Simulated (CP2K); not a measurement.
The N K edge of 2-hydroxyoxazole was computed by TDDFT (CP2K XAS_TDP, aug-cc-pVDZ, TDA) at these levels: BHandHLYP, PBEh(45%) and PBEh(45%) + GW2X. The first three lines of N3 (bonded to 2 C) with a strength over 0.0015, energy in eV and strength:

| run | first | second | third |
| --- | --- | --- | --- |
| 1 | 401.58 (0.045) | 403.45 (0.004) | 405.07 (0.004) |
| 2 | 398.84 (0.050) | 400.99 (0.002) | 402.40 (0.004) |
| 3 | 396.52 (0.046) | 398.39 (0.004) | 400.02 (0.004) |

Question: Which run is which?

Run 1: PBEh(45%) + GW2X (45 % exact exchange). Run 2: BHandHLYP (50 % exact exchange). Run 3: PBEh(45%) (45 % exact exchange). Self-interaction lifts the core level, so the uncorrected lines rise with the share of exact exchange. The GW2X run keeps the spacings of its parent: 1.87 eV between the first two lines in run 1, 1.87 eV in run 3. Its shift is +5.06 eV, since the Kohn–Sham level at this share of exchange lies that far above the quasiparticle level.

[Hosts, paths, dates, database ids (printed as entryN), source tags and the programs' standing remarks are cut or masked in the printed files.]
